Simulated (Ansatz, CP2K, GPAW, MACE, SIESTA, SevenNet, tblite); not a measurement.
# Which run comes nearest? H-capped Sn nanocrystal (sphere) (80 atoms)

The cell holds 80 atoms: 38 Sn and 42 H. Cell: a = 25.330 Å, b = 25.330 Å, c = 25.330 Å, α = 90.0°, β = 90.0°, γ = 90.0°. It derives from Sn (diamond-structure). Sphere of size parameter 7.19 Å cut from diamond-structure Sn (a = 6.489 Å), atoms with fewer than two neighbours dropped, broken bonds capped with H, 12 Å of vacuum. Then every atom was moved at random, 0.02 Å r.m.s. a Cartesian component (hydrogen 0.6 of that). Regions: crystal, 38 atoms (38 Sn); hydrogen, 42 atoms (42 H). Vacuum lies along a, b and c.

Geometry: as built.

The reference, a calculation:

* method: Kohn-Sham DFT, PBE, PAW, plane waves (Ansatz 0.2.0); cutoff 420 eV, Γ point, fermi-dirac smearing of 0.05 eV; PAW set soft_2
* r.m.s. force component: 0.3283 eV/Å
* longest force: 1.172 eV/Å
* gap (highest filled to lowest empty level): 2.454 eV
* SCF cycles: 10
* time: 2 min on 16 threads of Arm Neoverse N1, shared host
* CPU time: 30 min

Runs, in no order:
A. SevenNet 0 potential: machine-learned interatomic potential SevenNet 0, trained on PBE(+U) plane-wave data
B. GPAW PBE, LCAO dzp, h 0.2 Å, other mixer settings: Kohn-Sham DFT, PBE, PAW, atomic orbitals (dzp)
C. SIESTA PBE, TZP, shift 0.01 Ry, mesh 300 Ry: Kohn-Sham DFT, PBE, PseudoDojo 0.4.1 norm-conserving pseudopotentials (converted to PSML), numerical atomic orbitals (TZP), diagonalisation
D. SIESTA PBE, DZ, shift 0.01 Ry, mesh 300 Ry: Kohn-Sham DFT, PBE, PseudoDojo 0.4.1 norm-conserving pseudopotentials (converted to PSML), numerical atomic orbitals (DZ), diagonalisation

Q: Order them from the smallest to the largest r.m.s. force difference.

B, C, D, A.

```tsv
run	Δ force, r.m.s. (meV/Å)	share of r.m.s. force (%)	CPU time
B. GPAW PBE, LCAO dzp, h 0.2 Å, other mixer settings	18.2	5.53	5.7 min
C. SIESTA PBE, TZP, shift 0.01 Ry, mesh 300 Ry	39.7	12.1	9.2 min
D. SIESTA PBE, DZ, shift 0.01 Ry, mesh 300 Ry	74.0	22.5	4.2 min
A. SevenNet 0 potential	173	52.8	13 s
```

[Logs are printed without paths, hosts, clocks, repeated set-up lines and the standing remarks that a program may print on its own settings, such as how far it seeks lower states.]

[Hosts, paths, dates, database ids (printed as entryN), source tags and the programs' standing remarks are cut or masked in the printed files.]
